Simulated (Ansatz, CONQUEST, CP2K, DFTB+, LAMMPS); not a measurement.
## DFTB+ runs on aqueous Cs+ and SO4 2-, 1.9 mol of salt per kg of water at 330 K (94 atoms)

Aim: run aqueous Cs+ and SO4 2-, 1.9 mol of salt per kg of water at 330 K (94 atoms) in DFTB+ and see how near its forces come to a plane-wave reference, and at what cost.

Main program and level: DFTB+ 25.1; the method is named at each step.

## Step 1: Starting point

The cell holds 94 atoms: 33 O, 1 S, 58 H and 2 Cs. Cell: a = 9.892 Å, b = 9.892 Å, c = 9.892 Å, α = 90.0°, β = 90.0°, γ = 90.0°. 29 H2O, 2 Cs+, 1 SO4 2- placed at random, at 1.52 g/cm³; overlaps pushed apart, then 10 ps at 420 K with Joung-Cheatham ions (J. Phys. Chem. B 112, 9020 (2008)); MMFF94 bonds, angles, torsions, charges and radii (Halgren, J. Comput. Chem. 17, 490 (1996)) in harmonic and 12-6 forms; SPC/E water (Berendsen, Grigera and Straatsma, J. Phys. Chem. 91, 6269 (1987)). Snapshot after 20 ps at 330 K and fixed volume.

The yardstick, on the same geometry:

| Item | Value |
| --- | --- |
| method | Kohn-Sham DFT, PBE, PAW, plane waves (Ansatz 0.2.0); cutoff 420 eV, Γ point, fermi-dirac smearing of 0.05 eV; PAW set soft_2 |
| r.m.s. force component | 0.7625 eV/Å |
| longest force | 6.942 eV/Å |
| pressure | 1.246 GPa |
| gap (highest filled to lowest empty level) | 4.313 eV |
| SCF cycles | 9 |
| time | 6.6 s on 4 threads of Intel Xeon 6975P-C (Granite Rapids), shared host |
| CPU time | 23 s |

## Step 2: GFN1-xTB

Method: GFN1-xTB tight binding, diagonalisation.

Input file dftb_in.hsd:

```
Geometry = GenFormat {
  <<< geo.gen
}
Driver = {}
Hamiltonian = xTB {
  Method = "GFN1-xTB"
  SccTolerance = 1e-06
  MaxSccIterations = 300
  Mixer = Broyden { MixingParameter = 0.2 }
  Filling = Fermi { Temperature [K] = 580 }
  KPointsAndWeights = { 0.0 0.0 0.0 1.0 }
}
Analysis {
  PrintForces = Yes
  MullikenAnalysis = Yes
}
ParserOptions { ParserVersion = 14 }
```

Input file geo.gen:

```
94 F
O S H Cs
1 1 0.93122 0.43642 0.99971
2 2 0.99537 0.35718 0.10128
3 1 0.99844 0.22213 0.06218
4 1 0.13014 0.41228 0.12494
5 1 0.92534 0.36338 0.22892
6 1 0.87448 0.00418 0.72888
7 3 0.95844 0.03897 0.77316
8 3 0.81458 0.96211 0.79860
9 1 0.50510 0.40905 0.33001
10 3 0.42376 0.35659 0.35914
11 3 0.57741 0.34515 0.29991
12 1 0.17892 0.04533 0.16640
13 3 0.10063 0.10764 0.15200
14 3 0.25085 0.06527 0.09822
15 1 0.96460 0.22084 0.43420
16 3 0.94557 0.26520 0.34538
17 3 0.89056 0.15548 0.45578
18 1 0.38530 0.65884 0.61774
19 3 0.29941 0.65755 0.56444
20 3 0.42355 0.56537 0.62227
21 1 0.13796 0.64783 0.49430
22 3 0.10293 0.66063 0.40034
23 3 0.07101 0.68460 0.56052
24 1 0.41672 0.83843 0.13952
25 3 0.39461 0.73991 0.14442
26 3 0.38871 0.87481 0.04946
27 1 0.74141 0.04799 0.42909
28 3 0.67992 0.99107 0.37255
29 3 0.70774 0.04955 0.52440
30 1 0.69916 0.58191 0.04437
31 3 0.79285 0.54798 0.02735
32 3 0.63243 0.50946 0.02160
33 1 0.69554 0.25146 0.24012
34 3 0.70292 0.17802 0.30919
35 3 0.78813 0.28079 0.21209
36 1 0.32918 0.94612 0.91246
37 3 0.39823 0.92708 0.84112
38 3 0.24976 0.99285 0.87087
39 1 0.51787 0.89766 0.72288
40 3 0.47786 0.81967 0.67251
41 3 0.59701 0.86573 0.77708
42 1 0.72058 0.53376 0.59069
43 3 0.62184 0.51678 0.60418
44 3 0.77392 0.46429 0.64117
45 1 0.27970 0.95874 0.41301
46 3 0.22325 0.97444 0.33063
47 3 0.22103 0.92510 0.48814
48 1 0.12613 0.33616 0.63772
49 3 0.07462 0.30473 0.55662
50 3 0.21934 0.36364 0.60987
51 1 0.93831 0.74935 0.68196
52 3 0.84930 0.71012 0.65441
53 3 0.92636 0.84702 0.70514
54 1 0.47165 0.39984 0.67900
55 3 0.44905 0.30813 0.64297
56 3 0.52451 0.39031 0.76464
[... 38 atom lines left out ...]
0.0 0.0 0.0
9.89209 0.00000 0.00000
0.00000 9.89209 0.00000
0.00000 0.00000 9.89209
```

On the command line:

```
$ OMP_NUM_THREADS=1 dftb+ > output.txt
```

The program printed:

```text
Reading input file 'dftb_in.hsd'
Parser version: 14
--------------------------------------------------------------------------------
Processed input in HSD format written to 'dftb_pin.hsd'
Starting initialization...
--------------------------------------------------------------------------------
WARNING!
-> Dipole printed for extended system : value printed is not well defined
Mode:                        Static calculation
Self consistent charges:     Yes
SCC-tolerance:                 0.100000E-05
Max. scc iterations:                    300
Shell resolved Hubbard:      Yes
Spin polarisation:           No
Nr. of up electrons:           132.000000
Nr. of down electrons:         132.000000
Periodic boundaries:         Yes
Electronic solver:           Relatively robust
Mixer:                       Broyden mixer
Mixing parameter:                  0.200000
Nr. of chrg. vec. in memory:            300
Max. SCC-cycles:                        300
tblite library version:      0.3.0
-> parametrization:          GFN1-xTB
-> repulsion:                Yes
-> dispersion:               Yes
-> halogen bonding:          Yes
-> electrostatics:           Yes
   -> isotropic:             Yes
   -> anisotropic:           No
   -> third-order:           Yes
Electronic temperature:              0.183675E-02 H      0.499806E-01 eV
Initial charges:             Set automatically (system chrg:   0.000E+00)
Included shells:             O:  s, p
                             S:  s, p, d
                             H:  s, s2
                            Cs:  s, p
K-points and weights:           1:  0.000000  0.000000  0.000000     1.000000
K-points in absolute space:     1:  0.000000  0.000000  0.000000
Extra options:
                             Mulliken analysis
                             Force calculation
Force type                   original
--------------------------------------------------------------------------------
***  Geometry step: 0
 iSCC Total electronic   Diff electronic      SCC error
    1   -0.18921048E+03    0.00000000E+00    0.22994584E+01
    2   -0.19116805E+03   -0.18921048E+03    0.11974886E+01
    3   -0.19165419E+03   -0.19575708E+01    0.10230148E+01
    4   -0.19165045E+03   -0.48614604E+00    0.54485683E+00
    5   -0.19096972E+03    0.37454059E-02    0.15711299E+01
    6   -0.19184891E+03    0.68072770E+00    0.46769163E-01
    7   -0.19181443E+03   -0.87918826E+00    0.23369829E+00
    8   -0.19185055E+03    0.34477204E-01    0.52950331E-01
    9   -0.19185012E+03   -0.36118671E-01    0.57460855E-01
   10   -0.19185082E+03    0.42563971E-03    0.30813083E-01
   11   -0.19185099E+03   -0.69367888E-03    0.14864866E-01
   12   -0.19185102E+03   -0.16836074E-03    0.93381672E-02
   13   -0.19185104E+03   -0.29803222E-04    0.33507236E-02
   14   -0.19185104E+03   -0.20404885E-04    0.18024859E-02
   15   -0.19185104E+03   -0.21408181E-05    0.11282076E-02
   16   -0.19185104E+03   -0.62380946E-06    0.50616810E-03
   17   -0.19185104E+03   -0.36123635E-06    0.19702280E-03
   18   -0.19185104E+03   -0.77766231E-07    0.79642784E-04
   19   -0.19185104E+03   -0.10912458E-07    0.14467363E-04
>> Charges saved for restart in charges.bin
   20   -0.19185104E+03   -0.19833521E-08    0.23160974E-05
   21   -0.19185104E+03   -0.58349769E-10    0.19986251E-05
>> Charges saved for restart in charges.bin
   22   -0.19185104E+03   -0.28421709E-12    0.15897989E-06
Total Energy:                     -191.0853445412 H        -5199.6968 eV
Extrapolated to 0K:               -191.0853445412 H        -5199.6968 eV
Total Mermin free energy:         -191.0853445412 H        -5199.6968 eV
Force related energy:             -191.0853445412 H        -5199.6968 eV
Volume:                              0.653222E+04 au^3   0.967975E+03 A^3
Pressure:                           -0.517773E-04 au    -0.152334E+10 Pa
```

detailed.out:

```text
Fermi distribution function
Calculation with static geometry
********************************************************************************
 iSCC Total electronic   Diff electronic      SCC error
   22   -0.19185104E+03   -0.28421709E-12    0.15897989E-06
********************************************************************************
 Total charge:    -0.00000000
 Atomic gross charges (e)
 Atom           Charge
    1      -0.49788345
    2       0.65309782
    3      -0.49622903
    4      -0.55014794
    5      -0.52165731
    6      -0.68014495
    7       0.34583254
    8       0.35210391
    9      -0.73019007
   10       0.36153195
   11       0.37564436
   12      -0.68944527
[...]
90      -0.70109952
   91       0.34894684
   92       0.36019598
   93       0.28091436
   94       0.66947006
Fermi level:                        -0.3972294698 H          -10.8092 eV
Band energy:                      -165.0001825812 H        -4489.8834 eV
TS:                                  0.0000000000 H            0.0000 eV
Band free energy (E-TS):          -165.0001825812 H        -4489.8834 eV
Extrapolated E(0K):               -165.0001825812 H        -4489.8834 eV
Input / Output electrons (q):    264.0000000000    264.0000000000
Energy H0:                        -193.2818144194 H        -5259.4658 eV
Energy SCC:                          1.4307744435 H           38.9334 eV
Total Electronic energy:          -191.8510399758 H        -5220.5324 eV
Repulsive energy:                    0.8709402019 H           23.6995 eV
Halogen correction energy:           0.0000000000 H            0.0000 eV
Total energy:                     -191.0853445412 H        -5199.6968 eV
Extrapolated to 0:                -191.0853445412 H        -5199.6968 eV
Total Mermin free energy:         -191.0853445412 H        -5199.6968 eV
Force related energy:             -191.0853445412 H        -5199.6968 eV
Non-constrained calculation
SCC converged
Total Forces
    1     -0.033372316204      0.036632832616     -0.038926480719
    2      0.016226194119      0.062553113089      0.021049424034
    3      0.000838187568     -0.098568798752     -0.031354403308
    4      0.032352623050      0.014596573242      0.014511965270
    5     -0.032259483045      0.023930344841      0.037815735125
    6      0.002651558977     -0.007160864607      0.022981432249
    7     -0.018024357010     -0.006044544419     -0.007277097714
    8      0.015051137395      0.014285403737     -0.013667167594
    9     -0.001518159946     -0.004736634520      0.009497620385
   10      0.016715305432      0.004967440086     -0.007800156045
   11     -0.015161832655      0.011440343418      0.004119074397
[...]
90      0.009554646931     -0.022185669376      0.001067349297
   91     -0.015996559201      0.008905104567     -0.021021936810
   92      0.004974196820      0.009590328782      0.020736074483
   93      0.043651265952     -0.023180664173     -0.037757961743
   94      0.005808966864      0.004904799103     -0.000648137424
Total stress tensor
     -0.000049182242      0.000009252624     -0.000003939754
      0.000009252624     -0.000036619081      0.000036341107
     -0.000003939754      0.000036341107     -0.000069530445
Total lattice derivs
      0.017186289177     -0.003233245565      0.001376711449
     -0.003233245565      0.012796206383     -0.012699070610
      0.001376711449     -0.012699070610      0.024296784144
Maximal derivative component:        0.985688E-01 au
Volume:                              0.653222E+04 au^3
Pressure:                           -0.517773E-04 au    -0.152334E+10 Pa
Warning: dipole moment is not defined absolutely!
Dipole moment:   -6.56693900   16.89172634   -2.72278341 au
Dipole moment:  -16.69149536   42.93448925   -6.92062567 Debye
```

Wall time 8.3 s (1 thread of Intel Xeon 6975P-C (Granite Rapids), shared host); peak memory 0.29 GiB.

Banners, paths, timers and routine set-up lines are dropped from the logs unmarked, and long logs keep their key lines alone; longer cuts are marked.

Against the reference:

```yaml
r_m_s_force_component: 0.8424 eV/Å
r_m_s_difference_of_force_components: 433 meV/Å
longest_difference_of_force_vectors: 3429 meV/Å
force_difference_over_r_m_s_force: 56.79 %
slope_of_forces_against_the_reference_s: 0.9491
correlation_of_force_components: 0.859
spacing_of_highest_filled_and_lowest_empty_level: 5.247 eV
gap_difference: 0.9343 eV
pressure: -1.523 GPa
pressure_difference: -2.769 GPa
```

Length of the force difference by element (eV/Å):

```csv
element,atoms,mean,most
Cs,2,2.3,3.4
H,58,0.55,1.2
O,33,0.67,1.8
S,1,1.2,1.2
```

Levels nearest the highest filled one (eV from it): -0.40, -0.35, -0.32, -0.30, -0.28, -0.26, -0.23, -0.22, -0.17, -0.13, -0.01, 0.00, 5.25, 7.49, 7.70, 7.99, 8.24, 8.47, 8.64, 9.26, 9.34, 9.39, 9.47, 9.57.

Local excerpt of 9 atoms (numbers count through the whole input) about O3, which bears the longest force; x, y, z are measured from there.

```csv
atom,x,y,z,distance (Å),bonds,Mulliken charge (e),Fx,Fy,Fz (eV/Å)
O3,0.00,0.00,0.00,0.00,1,-0.50,0.04,-5.07,-1.61
S2,-0.03,1.34,0.39,1.39,4,0.65,0.83,3.22,1.08
H89,-1.17,-1.23,0.22,1.71,1,0.40,-0.21,-1.10,0.52
H13,1.01,-1.13,0.89,1.76,1,0.37,1.16,-0.70,0.02
H62,0.71,-0.52,-1.58,1.81,1,0.36,0.59,-0.23,-1.08
O5,-0.72,1.40,1.65,2.28,2,-0.52,-1.66,1.23,1.94
O1,-0.66,2.12,-0.62,2.31,2,-0.50,-1.72,1.88,-2.00
O4,1.30,1.88,0.62,2.37,2,-0.55,1.66,0.75,0.75
O87,-1.33,-2.20,0.42,2.60,2,-0.72,-0.47,0.28,1.00
```

Forces lie 57 % from the reference's, at 0.36 times its CPU time (on 1 against 4 cores).

## Step 3: What came out

```yaml
force_difference_from_the_reference: DFTB+ GFN1-xTB, 57 %
its_cpu_time: 8.3 s
```

Tight binding differs by 57 % (DFTB+ GFN1-xTB); it is another model, with fitted parameters of its own, and the xTB methods hold dispersion. One electronic-structure run takes under half the reference's CPU time: DFTB+ GFN1-xTB, at 57 % in 8.3 s against 23 s; its pressure misses by -2.8 GPa. Periodic xTB results under one method name differ between programs and library versions (DFTB+ here holds tblite 0.3). The network of contacts between molecules at the start is that of the classical potential that made the cell, and needn't be the one that DFT or experiment would give. The concentration wasn't checked against solubility and may exceed it. The reference's PBE has no dispersion term, which matters for the binding between molecules or layers. The density was typed from a rule of thumb and may lie off the real one at this temperature. The electronic-structure runs sample only Γ, in a cell whose shortest periodic width is 10 Å. Spin–orbit coupling is left out, which matters for the levels of the heavy elements.

[Also dropped from logs without a mark: logging warnings of Python, and SIESTA's first energy breakdown and zero terms.]

[Logs are printed without paths, hosts, clocks, repeated set-up lines and the standing remarks that a program may print on its own settings, such as how far it seeks lower states.]

[Hosts, paths, dates, database ids (printed as entryN), source tags and the programs' standing remarks are cut or masked in the printed files.]

[The MMFF94 radii named for the starting cell were scaled by 0.96; in molecules described by MMFF94, hydrogen bound to N, O or S took a small fixed 12-6 site in their place.]
